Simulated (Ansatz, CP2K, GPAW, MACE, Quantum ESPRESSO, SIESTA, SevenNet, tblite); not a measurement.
# (5,5) carbon nanotube bundle (80 atoms) in CP2K, part 4 of 4

How do the settings of CP2K change the result for (5,5) carbon nanotube bundle (80 atoms)? A plane-wave run serves as the yardstick.

Program: CP2K 2026.2; the method stands at each step. Banners, paths, timers and routine set-up lines are dropped from the logs unmarked, and long logs keep their key lines alone; longer cuts are marked.

So far. Step 10 (PBE, DZVP-MOLOPT-SR, 450/20 Ry, diagonalisation): Against the first run (2.2 %), the force difference from the reference is 2.1 %, at 0.68 times the CPU time: the change moves forces by 7.5 meV/Å r.m.s., so most of the difference comes from elsewhere.

### 12. PBEsol, PBE potentials, DZVP-MOLOPT-SR, 450/50 Ry, diagonalisation

Method: Kohn-Sham DFT, PBEsol, GTH-PBE pseudopotentials, Gaussian and plane waves, DZVP-MOLOPT-SR-GTH, diagonalisation.

input.inp

```
&GLOBAL
  PROJECT cell
  RUN_TYPE ENERGY_FORCE
  PRINT_LEVEL LOW
&END GLOBAL
&FORCE_EVAL
  METHOD QS
  STRESS_TENSOR ANALYTICAL
  &DFT
    BASIS_SET_FILE_NAME BASIS_MOLOPT
    POTENTIAL_FILE_NAME GTH_POTENTIALS
    &MGRID
      CUTOFF 450
      REL_CUTOFF 50
    &END MGRID
    &QS
      EPS_DEFAULT 1.0E-12
    &END QS
    &SCF
      SCF_GUESS ATOMIC
      EPS_SCF 1.0E-06
      MAX_SCF 200
      ADDED_MOS 36
      &DIAGONALIZATION
        ALGORITHM STANDARD
      &END DIAGONALIZATION
      &SMEAR ON
        METHOD FERMI_DIRAC
        ELECTRONIC_TEMPERATURE [K] 580
      &END SMEAR
      &MIXING
        METHOD BROYDEN_MIXING
        ALPHA 0.15
        NBROYDEN 8
      &END MIXING
      &PRINT
        &RESTART OFF
        &END RESTART
      &END PRINT
    &END SCF
    &XC
      &XC_FUNCTIONAL
        &PBE
          PARAMETRIZATION PBESOL
        &END PBE
      &END XC_FUNCTIONAL
    &END XC
    &PRINT
      &MULLIKEN ON
      &END MULLIKEN
      &LOWDIN ON
      &END LOWDIN
      &MO ON
        EIGENVALUES T
        OCCUPATION_NUMBERS T
        MO_INDEX_RANGE 149 172
        &EACH
          QS_SCF 0
        &END EACH
        ADD_LAST NUMERIC
      &END MO
    &END PRINT
  &END DFT
  &SUBSYS
    &CELL
      A 10.08135 0.00000 0.00000
      B -5.04067 8.73070 0.00000
      C 0.00000 0.00000 9.72051
    &END CELL
    &COORD
      SCALED
[... 80 atom lines left out: the same atoms as in the first run ...]
    &END COORD
    &KIND C
      BASIS_SET DZVP-MOLOPT-SR-GTH-q4
      POTENTIAL GTH-PBE-q4
    &END KIND
  &END SUBSYS
  &PRINT
    &FORCES ON
    &END FORCES
    &STRESS_TENSOR ON
    &END STRESS_TENSOR
  &END PRINT
&END FORCE_EVAL
```

On the command line:

```sh
$ OMP_NUM_THREADS=2 cp2k.psmp -i input.inp > output.txt
```

Numbers of over 12 decimals in the logs are rounded to 6 here.

What it wrote:

```text
CP2K| version string:                                       CP2K version 2026.2
 CP2K| Input file name                                                 input.inp
 GLOBAL| Basis set file name                                        BASIS_MOLOPT
 GLOBAL| Potential file name                                      GTH_POTENTIALS
 GLOBAL| Run type                                                   ENERGY_FORCE
 GLOBAL| Total number of message passing processes                             1
 GLOBAL| Number of threads for this process                                    2
[... lines left out ...]
                        Smear method:                                FERMI_DIRAC
[... lines left out ...]
 Number of electrons:                                                        320
[... lines left out ...]
  Step     Update method      Time    Convergence         Total energy    Change
[... lines left out ...]
  *** SCF run converged in    18 steps ***
[... lines left out ...]
  Fermi energy:                                                 0.147612
  Total energy:                                              -453.811137
  Total energy (extrapolated to T->0):                       -453.811137
[... lines left out ...]
 MO| E(Fermi):            0.147612 a.u.          4.016719 eV
[... lines left out ...]
      79     C        1          4.024567                             -0.024567
      80     C        1          3.991348                              0.008652
 # Total charge                            320.000000                  0.000000
 ENERGY| Total FORCE_EVAL ( QS ) energy [hartree]           -453.811152
 FORCES| Atomic forces [hartree/bohr]
 FORCES|   Atom     x               y               z               |f|
 FORCES|      1  3.18697784E-04 -6.32069820E-04 -8.25415457E-03   8.28445220E-03
 FORCES|      2  6.14015410E-03 -1.49609431E-02  8.18244504E-03   1.81241198E-02
 FORCES|      3  1.28407422E-02 -5.06946737E-04  3.37552449E-02   3.61186685E-02
[...]
FORCES|     79  1.53825587E-02  1.23637109E-02 -3.45323049E-02   3.97739178E-02
 FORCES|     80  4.53337044E-03 -1.94245918E-02 -4.91104963E-03   2.05422643E-02
 FORCES| Sum    -8.11924657E-06  7.78493127E-05 -6.90418154E-04
 FORCES| Total atomic force                                       6.94840748E-04
 STRESS| Analytical stress tensor [bar]
 STRESS|                        x                   y                   z
 STRESS|      x        9.33411674468E+04   1.12180209194E+04   2.00427325234E+02
 STRESS|      y        1.12180209194E+04   1.14293771479E+05  -1.00207124997E+03
 STRESS|      z        2.00427325234E+02  -1.00207124997E+03   1.28043684946E+05
 STRESS| 1/3 Trace                                             1.11892874624E+05
```

Elapsed: 2.6 min, on 2 threads of Arm Neoverse V2, shared host; peak memory 1.8 GiB.

Compared with the plane-wave run:

```yaml
r_m_s_force_component: 1.41 eV/Å
r_m_s_difference_of_force_components: 47.05 meV/Å
longest_difference_of_force_vectors: 176.2 meV/Å
force_difference_over_r_m_s_force: 3.431 %
slope_of_forces_against_the_reference_s: 1.028
correlation_of_force_components: 0.9998
pressure: 11.19 GPa
pressure_difference: 0.0734 GPa
```

Against the first run (2.2 %), the force difference from the reference is 3.4 %, at 1.0 times the CPU time; the model has changed, so this is no error of the program alone.

### 13. Side by side

Differences are against the plane-wave reference, forces as r.m.s. over components; share is that over the reference's r.m.s. force, slope the least-squares factor from reference forces to these. Total energies of different programs have different zeros and aren't compared.

```tsv
run	Δ force, r.m.s. (meV/Å)	share (%)	slope	Δ pressure (GPa)	cores	CPU time	memory (GiB)
reference	-	-	-	-	8	33 s	0.95
CP2K PBE, DZVP-MOLOPT-SR, 450/50 Ry, diagonalisation	30.0	2.19	1.017	0.729	2	5 min	1.8
CP2K GFN1-xTB, diagonalisation	151	11.0	0.948	-2.12	1	2.5 s	0.21
CP2K PBE, SZV-MOLOPT-SR, 450/50 Ry, diagonalisation (coarse)	383	28.0	1.258	9.20	1	2.6 min	1.6
CP2K PBE, TZVP-UZH, 450/50 Ry, diagonalisation	26.5	1.93	1.014	0.954	4	7.7 min	2.6
CP2K PBE+D3(BJ), DZVP-MOLOPT-SR, 450/50 Ry, diagonalisation	60.0	4.37	1.027	0.579	2	5 min	1.8
CP2K PBE, DZVP-MOLOPT-SR, 630/50 Ry, diagonalisation	30.0	2.19	1.017	0.729	4	7.1 min	3.6
CP2K PBE, DZVP-MOLOPT-SR, 225/50 Ry, diagonalisation (coarse)	39.0	2.85	1.020	0.741	2	4.5 min	0.87
CP2K BLYP, DZVP-MOLOPT-SR, 450/50 Ry, diagonalisation	39.4	2.87	0.998	2.45	2	4.8 min	1.8
CP2K PBE, DZVP-MOLOPT-SR, 450/20 Ry, diagonalisation (coarse)	29.3	2.14	1.016	0.922	2	3.4 min	1.7
CP2K PBE, DZVP-UZH, 450/50 Ry, diagonalisation	29.2	2.13	1.018	0.770	4	6.8 min	2.5
CP2K PBEsol, PBE potentials, DZVP-MOLOPT-SR, 450/50 Ry, diagonalisation	47.1	3.43	1.028	0.0734	2	5 min	1.8
```

Rows marked coarse were listed beforehand as settings not expected to be converged; some can still land near the reference.

CPU time is summed over cores on a shared host, where runs went side by side, so it is rough. Symmetry, cutoffs, thresholds, outputs and thread counts weren't matched or tuned between programs; memory under MPI is the largest rank's times the ranks.

Within one program, basis, potentials and functional, energies share a zero. Each run against its twin at the usual cutoff or grid and solver:

```tsv
run	twin	Δ energy (meV/atom)	Δ force, r.m.s. (meV/Å)	CPU time over the twin's
CP2K PBE, DZVP-MOLOPT-SR, 630/50 Ry, diagonalisation	DZVP-MOLOPT-SR, 450/50 Ry, diagonalisation	0.0026	0.788	1.4 (this twin ran on 2 cores)
CP2K PBE, DZVP-MOLOPT-SR, 225/50 Ry, diagonalisation	DZVP-MOLOPT-SR, 450/50 Ry, diagonalisation	-0.275	23.1	0.90
CP2K PBE, DZVP-MOLOPT-SR, 450/20 Ry, diagonalisation	DZVP-MOLOPT-SR, 450/50 Ry, diagonalisation	-2.29	7.46	0.68
```

Further runs of this program without a result: CP2K SCC-DFTB, diagonalisation (not converged).

### 14. What came out

```yaml
nearest_in_forces: CP2K PBE, TZVP-UZH, 450/50 Ry, diagonalisation, 1.9 %
its_cpu_time: 7.7 min
```

**Reading.** The PBE runs in local orbitals, coarse settings apart, differ by 1.9 % (CP2K PBE, TZVP-UZH, 450/50 Ry, diagonalisation) to 2.2 % (CP2K PBE, DZVP-MOLOPT-SR, 450/50 Ry, diagonalisation); basis, grid and potentials can all enter. Tight binding differs by 11 % (CP2K GFN1-xTB, diagonalisation); it is another model, with fitted parameters of its own, and the xTB methods hold dispersion. Rows with another functional or a dispersion term differ by 2.9 % (CP2K BLYP, DZVP-MOLOPT-SR, 450/50 Ry, diagonalisation) to 4.4 % (CP2K PBE+D3(BJ), DZVP-MOLOPT-SR, 450/50 Ry, diagonalisation), which mixes the change of model with differences of basis and potentials, some of them made for another functional. Runs with settings chosen to be coarse differ by 2.1 % (CP2K PBE, DZVP-MOLOPT-SR, 450/20 Ry, diagonalisation) to 28 % (CP2K PBE, SZV-MOLOPT-SR, 450/50 Ry, diagonalisation), their programs' other errors included. One electronic-structure run takes under half the reference's CPU time: CP2K GFN1-xTB, diagonalisation, at 11 % in 2.5 s against 33 s; its pressure misses by -2.1 GPa. CP2K PBE, SZV-MOLOPT-SR, 450/50 Ry, diagonalisation stiffens the forces by a factor of 1.26 while following their directions (correlation 0.996); the slopes of the 11 CP2K runs lie between 0.95 and 1.26. In pressure, CP2K PBE, SZV-MOLOPT-SR, 450/50 Ry, diagonalisation misses by +9.2 GPa, at the same functional. Periodic xTB results under one method name differ between programs and library versions. The reference's pressure of 11 GPa belongs to a cell and atoms that aren't relaxed at this level. The electronic-structure runs sample only Γ, in a cell whose shortest periodic width is 9 Å.

[Also dropped from logs without a mark: logging warnings of Python, and SIESTA's first energy breakdown and zero terms.]

[Logs are printed without paths, hosts, clocks, repeated set-up lines and the standing remarks that a program may print on its own settings, such as how far it seeks lower states.]

[Hosts, paths, dates, database ids (printed as entryN), source tags and the programs' standing remarks are cut or masked in the printed files.]
